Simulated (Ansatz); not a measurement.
# How fast states decay through NaLiZrN2, part 2 of 2

Aim: relax a made-up compound, NaLiZrN2, and see how good a tunnel barrier it would be. It is built by putting Na for part of the Li in the Li2ZrN2 structure of space group P-3m1, with the volume rescaled by atomic radii. The parent structure comes from the Materials Project.

Ansatz 0.2.0; r2SCAN DFT, plane waves, PAW files (the session's first sound run).

So far. Step 2 (Relaxing the new crystal): The largest force component on a free atom ends at 0.0020 eV/Å.

The structure was built from a prototype and need not be the compound's stable phase.

## (3) The bulk crystal and its band edges

The energy window and the wavevectors of the next steps follow from the band edges, so these are searched first, off the mesh as well.

Input file input.yaml:

```yaml
crystal:
  lattice:
    - [3.3208103095, 0.0, 0.0]
    - [-1.6604051547, 2.8759060892, 0.0]
    - [0.0, 0.0, 6.48787708]
  atoms:
    - { symbol: Na, position: [0.6666666667, 0.3333333333, 0.3800297265] }
    - { symbol: Li, position: [0.3333333333, 0.6666666667, 0.6880967806] }
    - { symbol: Zr, position: [0.0, 0.0, -0.0103450208] }
    - { symbol: "N", position: [0.6666666667, 0.3333333333, 0.7867043537] }
    - { symbol: "N", position: [0.3333333333, 0.6666666667, 0.1555141601] }
kpoints:
  mp_grid: { grid: [8, 8, 4] }
  band_path: { path: [VBM, CBM], npoints: 30 }
scf:
  occupations: { method: fixed }
hamiltonian:
  xc: r2scan
output:
  eigenvalues: true
  write_potential: true
  write_density: true
  volumetric_format: npy
  elf: true
```

The run is started by

```console
ansatz run input.yaml --threads 2 --pin off --max-ram 4096MiB --backend cpu --events-out ev --progress --plain --runs-dir out
```

Numbers of over 12 decimals in the logs are rounded to 6 here.

The log of the run:

```text
[...]
Crystal: 5 atoms, lattice volume = 61.961 Å³
Basis set: ecut = 500 eV, 1535 PW (Γ), exchange–correlation on 100×100×192 points (64 copies of the dense FFT grid, shifted against one another)
Bands: 22, of which v1, the nominal top of the filled ones, is band 17 counted from 1 (16 counted from 0)
Symmetry: 6 space group operations
[...]
k-points: 35 of 256 (time reversal used)
[...]
SCF iter   1: F=—  HF=-6663.634878 eV  |F-HF|=—  |Δ(HF+E_count)|=         —  Δρ=1.24e-2  dr2=1.28e-1  dr2_τ=2.04e-1  ethr=1.77e-3  ⟨swp⟩=4.1  Hψ=3087  notcnv=0  defer=69
[...]
SCF iter   8: F=-6663.725021 eV  HF=-6663.725021 eV  |F-HF|=1.55e-9  |Δ(HF+E_count)|=   9.58e-9  Δρ=7.08e-6  dr2=3.48e-8  dr2_τ=1.25e-9  ethr=2.94e-10  ⟨swp⟩=8.1  Hψ=2591  notcnv=0
SCF 1 converged in 8 iterations: F = -6663.725021 eV  dr2 = 3.48e-8
[...]
NSCF: frozen V_eff on 34 k-points
[...]
SCF converged after 8 iterations
Free energy (F): -6663.725021 eV
[...]
Internal energy: -6663.725021 eV  (E = F + TS)
E sigma→0 (E₀):  -6663.725021 eV
Fermi energy:    8.499336 eV
[...]
--- Band table (eV; the first three rows and the last of 35) ---
  k-point 0: bands = [... 13 lower, 5.7269, 7.6866, 8.4993, 8.4993, 10.4190, 11.8591, 11.8591, 13.1211, ... 1 higher]
  k-point 1: bands = [... 13 lower, 5.7266, 6.9722, 8.4985, 8.4985, 11.1683, 11.8531, 11.8531, 13.1153, ... 1 higher]
  k-point 2: bands = [... 13 lower, 5.7263, 6.2668, 8.4976, 8.4976, 11.8472, 11.8472, 11.8642, 13.0839, ... 1 higher]
  k-point 34: bands = [... 13 lower, 5.9759, 6.5672, 6.8684, 7.3916, 11.9107, 12.7072, 13.1988, 14.0005, ... 1 higher]
```

The job ended after 13 s (2 threads of Arm Neoverse V2, shared host; peak memory 0.43 GiB; 26 s of CPU time).

Numbers from this step:

* Fermi energy: 8.499 eV
* gap on the k-mesh: 1.920 eV
* gap on path: 1.920 eV, by band count; negative where bands overlap
* direct gap on path: 1.920 eV
* edge places on path: 0, 0 1/A along the path

Levels at VBM (eV): -4.36, -2.77, -2.77, -0.81, 0.00, 0.00, 1.92, 3.36, 3.36, 4.62, 7.82.

Electrostatic potential energy in the ac plane at fractional y = 0.333, with atoms of Na and N within 0.2 Å of it. With pseudopotentials it is smooth inside the atoms' cores, unlike the true potential.

Values in eV, 24 rows by 14 columns, each cell a mean:
```
  0  -5  -7  -6  -2   3   7   9  10  11  11  10   8   5
  2  -1  -3  -2   1   5   8   9   9   9   9   9   9   6
  6   4   2   3   5   7   8   6  -3 -10  -7   1   8   8
  9   7   7   7   8   9   6  -9 -30 -43 -39 -20   0   9
 10   9   8   9  10  10   3 -19 -46 -54 -51 -33  -6   9
 11  10   9   9  10  10   5 -15 -40 -51 -48 -28  -3   9
 11  10   9   9  10  11   9   0 -16 -27 -23  -8   6  11
 11   9   9   9  10  11  11  10   6   2   4   8  11  12
 10   9   9   9  10  11  12  12  12  12  12  12  12  11
 10   9   9   9  10  10  11  11  11  11  11  11  11  11
  9   9   9   9   9   9   9   9   9   8   9   9   9   9
  9   9   9   9   9   8   7   5   3   1   2   4   6   8
  8   9   9   9   9   7   5  -1 -12 -21 -17  -6   2   6
  8   9  10  10   9   6   1 -16 -41 -52 -49 -29  -6   4
  8  10  10  10   9   6  -1 -24 -50 -54 -54 -40 -11   4
  9  10  11  11  10   7   1 -16 -42 -54 -51 -30  -6   5
 10  11  12  12  11   9   6   0 -11 -20 -17  -5   4   8
 11  12  12  12  12  11   9   7   4   2   3   5   8  10
 11  11  11  11  11  11  11  10   9   8   9   9  10  11
 10  10   9   9  10  11  11  11  11  11  11  11  11  11
  9   7   7   7   8   9  10  11  11  11  11  11  11  10
  5   3   2   3   5   7   9  10  11  11  11  10   9   8
  2  -1  -3  -2   1   4   7   9  10  11  10  10   8   6
 -1  -5  -7  -6  -2   3   6   9  10  11  10   9   7   4
```
Columns run along a (3.3 Å; values clipped at the 3rd and 97th percentile), rows up along c (6.5 Å). Atoms in or near the plane, at fractional coordinates: Na at (0.67, 0.38), N at (0.67, 0.79).

Valence density in the ac plane at fractional y = 0.333, with atoms of Na and N within 0.2 Å of it. It is the smooth field of the valence electrons, not physical close to the nuclei.

Ten steps, logarithmic in the rise over the least value, from '_' (0 e/Å³) to '@' (19 e/Å³), each cell a mean:
```
::::----::::......................
..::::::::::....::::::----::::::..
..............::----========--::::
............::::==++++****++==--::
......__....::--==++********++==::
....______..::--==++******++++--::
..________....::--==++++++====--::
..__________....::----------::::..
______________........::::......__
____________________........______
__________________________________
__________________..::::::....____
________________..--++****==::..__
______________..--**%%@@@@%%++::..
______________..==##@@@@@@%%**--..
______________..--**%%@@@@%%++::..
____....______....--++****==::..__
..............____..::::::....____
....::::::......________________..
..::::::::::....______________....
::::::::::::......____________....
::::::--::::......____________....
::::------::......____________....
::::------::......................
```
Columns run along a (3.3 Å), rows up along c (6.5 Å). Atoms in or near the plane, at fractional coordinates: Na at (0.67, 0.38), N at (0.67, 0.79).

ELF in the ac plane at fractional y = 0.333, with atoms of Na and N within 0.2 Å of it. It is the smooth field of the valence electrons, not physical close to the nuclei.

Values, 24 rows by 14 columns, each cell a mean:
```
0.17 0.26 0.31 0.28 0.18 0.10 0.13 0.28 0.45 0.54 0.50 0.37 0.20 0.12
0.14 0.18 0.21 0.18 0.13 0.14 0.31 0.54 0.69 0.74 0.72 0.63 0.43 0.22
0.19 0.11 0.10 0.10 0.13 0.31 0.58 0.75 0.79 0.78 0.78 0.78 0.68 0.45
0.40 0.17 0.08 0.10 0.26 0.58 0.77 0.80 0.69 0.51 0.59 0.76 0.80 0.69
0.54 0.25 0.11 0.14 0.40 0.70 0.81 0.78 0.49 0.15 0.29 0.66 0.81 0.78
0.56 0.25 0.10 0.14 0.41 0.71 0.81 0.79 0.58 0.30 0.42 0.70 0.82 0.78
0.48 0.17 0.06 0.10 0.31 0.64 0.78 0.82 0.78 0.71 0.74 0.80 0.81 0.74
0.38 0.12 0.04 0.07 0.23 0.54 0.72 0.79 0.81 0.82 0.82 0.81 0.77 0.67
0.28 0.09 0.04 0.06 0.17 0.43 0.61 0.69 0.72 0.73 0.72 0.70 0.66 0.55
0.21 0.08 0.05 0.06 0.14 0.30 0.40 0.42 0.41 0.40 0.41 0.42 0.42 0.37
0.10 0.07 0.05 0.06 0.08 0.11 0.10 0.08 0.07 0.06 0.06 0.07 0.09 0.11
0.03 0.04 0.04 0.04 0.03 0.02 0.03 0.09 0.19 0.25 0.23 0.14 0.05 0.02
0.02 0.03 0.04 0.04 0.02 0.03 0.14 0.38 0.53 0.57 0.56 0.47 0.26 0.06
0.02 0.04 0.07 0.06 0.02 0.06 0.32 0.57 0.54 0.42 0.47 0.58 0.48 0.16
0.02 0.07 0.16 0.13 0.04 0.07 0.36 0.58 0.46 0.25 0.33 0.55 0.52 0.18
0.04 0.17 0.33 0.28 0.09 0.05 0.26 0.54 0.54 0.41 0.46 0.57 0.43 0.10
0.16 0.42 0.55 0.51 0.29 0.07 0.08 0.29 0.51 0.58 0.56 0.42 0.16 0.04
0.40 0.60 0.66 0.64 0.51 0.24 0.07 0.06 0.17 0.26 0.22 0.11 0.04 0.11
0.58 0.68 0.71 0.70 0.63 0.45 0.22 0.07 0.03 0.03 0.03 0.04 0.11 0.32
0.58 0.64 0.66 0.66 0.62 0.51 0.35 0.17 0.07 0.04 0.05 0.09 0.23 0.43
0.45 0.49 0.51 0.50 0.48 0.41 0.31 0.19 0.10 0.06 0.07 0.12 0.23 0.36
0.26 0.29 0.31 0.30 0.27 0.23 0.19 0.13 0.09 0.08 0.08 0.10 0.15 0.20
0.17 0.24 0.27 0.25 0.19 0.12 0.10 0.09 0.09 0.11 0.10 0.09 0.09 0.11
0.18 0.27 0.32 0.29 0.20 0.10 0.08 0.10 0.17 0.23 0.20 0.13 0.09 0.09
```
Columns run along a (3.3 Å), rows up along c (6.5 Å). Atoms in or near the plane, at fractional coordinates: Na at (0.67, 0.38), N at (0.67, 0.79).

The searched edges give 1.92 eV, as on the mesh.

## (4) Decaying states in the gap

This step: r2SCAN DFT, plane waves, PAW files; complex bands by layer matching along the plane's normal (Ansatz 0.2.0).

The same crystal is laid in a cell whose first two vectors span the (101) plane (indices of the standard conventional cell, whose axes can be ordered otherwise than in the bulk input). At fixed energy and wavevector in the plane the solver finds all kz, real and complex. A few wavevectors are listed, (0, 0) and (0.5, 0) in units of the plane's reciprocal vectors; the slowest state needn't be among them.

Input file input.yaml:

```yaml
crystal:
  lattice:
    - [7.28836951, 0.0, 0.0]
    - [0.756532795, 3.233487164, 0.0]
    - [1.51306559, 1.35123679, 2.629177204]
  atoms:
    - { symbol: Na, position: [0.6199702735, 0.6666666667, 0.0466963932] }
    - { symbol: Li, position: [0.3119032194, 0.3333333333, 0.0214301139] }
    - { symbol: Zr, position: [0.0103450208, 0.0, 0.9896549792] }
    - { symbol: "N", position: [0.2132956463, 0.6666666667, 0.4533710204] }
    - { symbol: "N", position: [0.8444858399, 0.3333333333, 0.4888474934] }
kpoints:
  mp_grid: { grid: [8, 8, 8] }
scf:
  occupations: { method: fixed }
hamiltonian:
  xc: r2scan
output:
  eigenvalues: true
  transmission:
    leads: [[0, 0]]
    kpoints: [[0.0, 0.0], [0.5, 0.0]]
    e_range: [-1.0, 2.92]
    de: 0.1
```

The log of the run:

```text
[...]
Crystal: 5 atoms, lattice volume = 61.961 Å³
Basis set: ecut = 500 eV, 1535 PW (Γ), exchange–correlation on 216×100×100 points (64 copies of the dense FFT grid, shifted against one another)
Bands: 22, of which v1, the nominal top of the filled ones, is band 17 counted from 1 (16 counted from 0)
Symmetry: 6 space group operations
[...]
k-points: 65 of 512 (time reversal used)
[...]
SCF iter   1: F=—  HF=-6663.634920 eV  |F-HF|=—  |Δ(HF+E_count)|=         —  Δρ=1.24e-2  dr2=1.28e-1  dr2_τ=2.04e-1  ethr=1.77e-3  ⟨swp⟩=4.1  Hψ=5727  notcnv=0  defer=126
[...]
SCF iter   8: F=-6663.725110 eV  HF=-6663.725110 eV  |F-HF|=2.43e-9  |Δ(HF+E_count)|=   1.60e-8  Δρ=6.94e-6  dr2=3.30e-8  dr2_τ=1.21e-9  ethr=2.94e-10  ⟨swp⟩=8.1  Hψ=4817  notcnv=0
SCF 1 converged in 8 iterations: F = -6663.725110 eV  dr2 = 3.30e-8
[...]
transmission: 4 of 8 steps passed
transmission: 8 of 8 steps passed
SCF converged after 8 iterations
Free energy (F): -6663.725110 eV
[...]
Internal energy: -6663.725110 eV  (E = F + TS)
E sigma→0 (E₀):  -6663.725110 eV
Fermi energy:    8.499156 eV
[...]
--- Band table (eV; the first three rows and the last of 65) ---
  k-point 0: bands = [... 13 lower, 5.7268, 7.6865, 8.4992, 8.4992, 10.4190, 11.8590, 11.8590, 13.1210, ... 1 higher]
  k-point 1: bands = [... 13 lower, 5.8625, 7.6032, 7.8887, 8.1704, 10.8624, 11.8281, 12.3012, 13.3380, ... 1 higher]
  k-point 2: bands = [... 13 lower, 6.0956, 6.3824, 7.7234, 7.9027, 10.8818, 12.1131, 13.0919, 13.7099, ... 1 higher]
  k-point 64: bands = [... 13 lower, 5.7261, 6.2668, 8.4974, 8.4974, 11.8471, 11.8471, 11.8642, 13.0838, ... 1 higher]
--- Transmission ---
  basis      : 243 plane waves across, 4 finite elements along
  points     : 2, as listed
  energies   : 40 from -1.000000 to 2.900000 eV about the Fermi level, 0.100000 eV apart; the leads are filled to 0.959930 eV, and channels, transmission and decay are at 1.000000 eV
  crystal 0  : Zr1Li1Na1N2, at the sites [0, 0], period 2.6292 Å: whole cells are its period
    offset         : up to 0.0000 Å between an atom of the period and one for which it stands
    channels       : 0.000000e0 a spin
    conductance    : none, the energies end too early or step too widely for 300 K: set another output.transmission.e_range or a lower de, or, where they end at an eighth of basis.ecutwfc, a higher one
    slowest decay  : 0.2237 /Å at (0.0000, 0.0000)
```

It took 30 s on 2 threads; peak memory 0.79 GiB; 59 s of CPU time.

Numbers from this step:

```
free energy                                               : -6663.7251 eV
level to which the leads are filled                       : 0.9599 eV from the Fermi level
decay constant at the filling level, zone centre          : 0.2237 Å⁻¹
decay constant at the filling level, slowest listed point : 0.2237 Å⁻¹
```

K parallel (0, 0); values up to 1.5 1/Å, a degenerate pair printed once or twice; energies at which all values exceed this have no row. The Im kz of the slowest decaying states by energy, zero at the highest filled level on the SCF mesh:

| energy (eV) | decay 1 (Å⁻¹) | decay 2 (Å⁻¹) | decay 3 (Å⁻¹) | decay 4 (Å⁻¹) |
| --- | --- | --- | --- | --- |
| -1.00 | 0.146 | 0.236 | 0.256 | 0.891 |
| -0.80 | 0.870 | 0.871 | 1.39 | 1.47 |
| -0.60 | 0.189 | 0.326 | 0.815 | 0.852 |
| -0.40 | 0.251 | 0.272 | 0.460 | 0.751 |
| -0.20 | 0.290 | 0.361 | 0.549 | 0.687 |
| 0.00 | 0.00634 | 0.00716 | 0.319 | 0.407 |
| 0.20 | 0.125 | 0.197 | 0.341 | 0.431 |
| 0.40 | 0.169 | 0.263 | 0.358 | 0.441 |
| 0.60 | 0.197 | 0.305 | 0.372 | 0.443 |
| 0.80 | 0.215 | 0.334 | 0.382 | 0.439 |
| 1.00 | 0.224 | 0.354 | 0.389 | 0.429 |
| 1.10 | 0.225 | 0.361 | 0.391 | 0.422 |
| 1.30 | 0.218 | 0.371 | 0.394 | 0.404 |
| 1.50 | 0.198 | 0.375 | 0.380 | 0.393 |
| 1.70 | 0.157 | 0.346 | 0.375 | 0.388 |
| 1.90 | 0.0507 | 0.297 | 0.369 | 0.375 |
| 2.10 | 0.204 | 0.348 | 0.359 | 0.397 |
| 2.30 | 0.279 | 0.344 | 0.387 | 0.730 |
| 2.50 | 0.323 | 0.345 | 0.375 | 0.709 |
| 2.70 | 0.145 | 0.295 | 0.361 | 0.372 |
| 2.90 | 0.176 | 0.256 | 0.342 | 0.384 |

K parallel (0.5, 0); values up to 1.5 1/Å, a degenerate pair printed once or twice; energies at which all values exceed this have no row. Table of Im kz of the slowest decaying states by energy, zero at the highest filled level on the SCF mesh:

| energy (eV) | decay 1 (Å⁻¹) | decay 2 (Å⁻¹) | decay 3 (Å⁻¹) | decay 4 (Å⁻¹) |
| --- | --- | --- | --- | --- |
| -1.00 | 0.249 | 0.360 | 1.04 | 1.18 |
| -0.80 | 0.396 | 1.02 | 1.16 | 1.36 |
| -0.70 | 0.249 | 0.410 | 1.02 | 1.15 |
| -0.50 | 0.433 | 0.441 | 1.00 | 1.13 |
| -0.40 | 0.0330 | 0.442 | 0.500 | 0.996 |
| -0.20 | 0.153 | 0.457 | 0.596 | 0.981 |
| -0.10 | 0.181 | 0.462 | 0.638 | 0.974 |
| 0.00 | 0.0144 | 0.0212 | 0.204 | 0.467 |
| 0.10 | 0.0967 | 0.146 | 0.222 | 0.470 |
| 0.20 | 0.134 | 0.200 | 0.237 | 0.473 |
| 0.40 | 0.185 | 0.260 | 0.266 | 0.475 |
| 0.60 | 0.222 | 0.276 | 0.308 | 0.473 |
| 0.70 | 0.237 | 0.282 | 0.324 | 0.471 |
| 0.90 | 0.263 | 0.289 | 0.347 | 0.463 |
| 1.00 | 0.274 | 0.291 | 0.356 | 0.458 |
| 1.20 | 0.290 | 0.293 | 0.368 | 0.444 |
| 1.30 | 0.288 | 0.302 | 0.372 | 0.434 |
| 1.50 | 0.280 | 0.317 | 0.376 | 0.412 |
| 1.70 | 0.265 | 0.331 | 0.375 | 0.382 |
| 1.80 | 0.255 | 0.337 | 0.363 | 0.373 |
| 2.00 | 0.226 | 0.315 | 0.348 | 0.365 |
| 2.10 | 0.205 | 0.282 | 0.353 | 0.359 |
| 2.30 | 0.139 | 0.181 | 0.343 | 0.363 |
| 2.40 | 0.0454 | 0.0646 | 0.333 | 0.369 |
| 2.60 | 0.0724 | 0.308 | 0.380 | 0.707 |
| 2.70 | 0.138 | 0.292 | 0.386 | 0.693 |
| 2.90 | 0.183 | 0.252 | 0.400 | 0.667 |

At the listed wavevectors the last open channel is at -0.10 eV and the next at +2.00 eV on the grid. At +1.00 eV, the grid energy nearest the filling level (the middle of the gap on the SCF mesh), the slowest state at the listed wavevectors decays with κ = 0.224 Å⁻¹, its amplitude falling by e over 4.5 Å. Through 1 nm of this crystal that state's transmission falls by exp(−2 × 0.224 Å⁻¹ × 10 Å) = 0.011.

## (5) A repeat with changed settings

This step: r2SCAN DFT, plane waves, PAW files; complex bands by layer matching along the plane's normal; changed: output.transmission.leads = [[0, 2], [1, 4]], scf.max_iter = 75 (Ansatz 0.2.0).

This run repeats an earlier one, its twin (the complex run, plane (101)), with two settings changed (output.transmission.leads, scf.max_iter; files written aside). The setting was drawn as a possible misstep, on purpose.

Changes to input.yaml since step 4:

```diff
@@ -15,2 +15,3 @@
   occupations: { method: fixed }
+  max_iter: 75
 hamiltonian:
@@ -20,3 +21,3 @@
   transmission:
-    leads: [[0, 0]]
+    leads: [[0, 2], [1, 4]]
     kpoints: [[0.0, 0.0], [0.5, 0.0]]
```

The log of the run:

```text
Error: inconsistent input (output.transmission.leads, crystal): the sites of the lead [2, 0] differ in their species, or no multiple of their step up to half the cell repeats the moments and Hubbard potentials there.
List the leads and leave barriers out. Name each by two sites of one ion a step apart, counted from 0. A search, which can't tell a lead from a barrier or a film with its gap, finds:
  [1, 1]  Zr1Li1Na1N2, period 2.6292 Å from a height of 2.46 Å
```

It took 0.13 s on 2 threads; peak memory 0.1 GiB.

The program refused the input before any cycle.

The program's message: “Error: inconsistent input (output.transmission.leads, crystal): the sites of the lead [2, 0] differ in their species, or no multiple of their step up to half the cell repeats the moments and Hubbard p …”

The change that led to it: output.transmission.leads = [[0, 2], [1, 4]].

## (6) Summary of results

| Property | Result |
| --- | --- |
| band gap | 1.92 eV |
| least decay constant at mid-gap, normal to (101) | 0.224 Å⁻¹ |

In words: With r2SCAN, the slowest decay at the wavevectors tried is κ = 0.224 Å⁻¹, normal to (101). Through such a film the transmission near mid-gap falls as exp(−2κd), a factor of ten every 5.1 Å. A free electron under a barrier of half the gap would need a mass of 0.20 mₑ to decay at this rate. The compound is made up by substitution; its stability against other phases and against distortions of the cell's symmetry was not tested. r2SCAN still narrows gaps, if less than LDA and GGA do, so real decay constants are likely larger.

[Logs are printed without paths, hosts, clocks, repeated set-up lines and the standing remarks that a program may print on its own settings, such as how far it seeks lower states.]

[Hosts, paths, dates, database ids (printed as entryN), source tags and the programs' standing remarks are cut or masked in the printed files.]
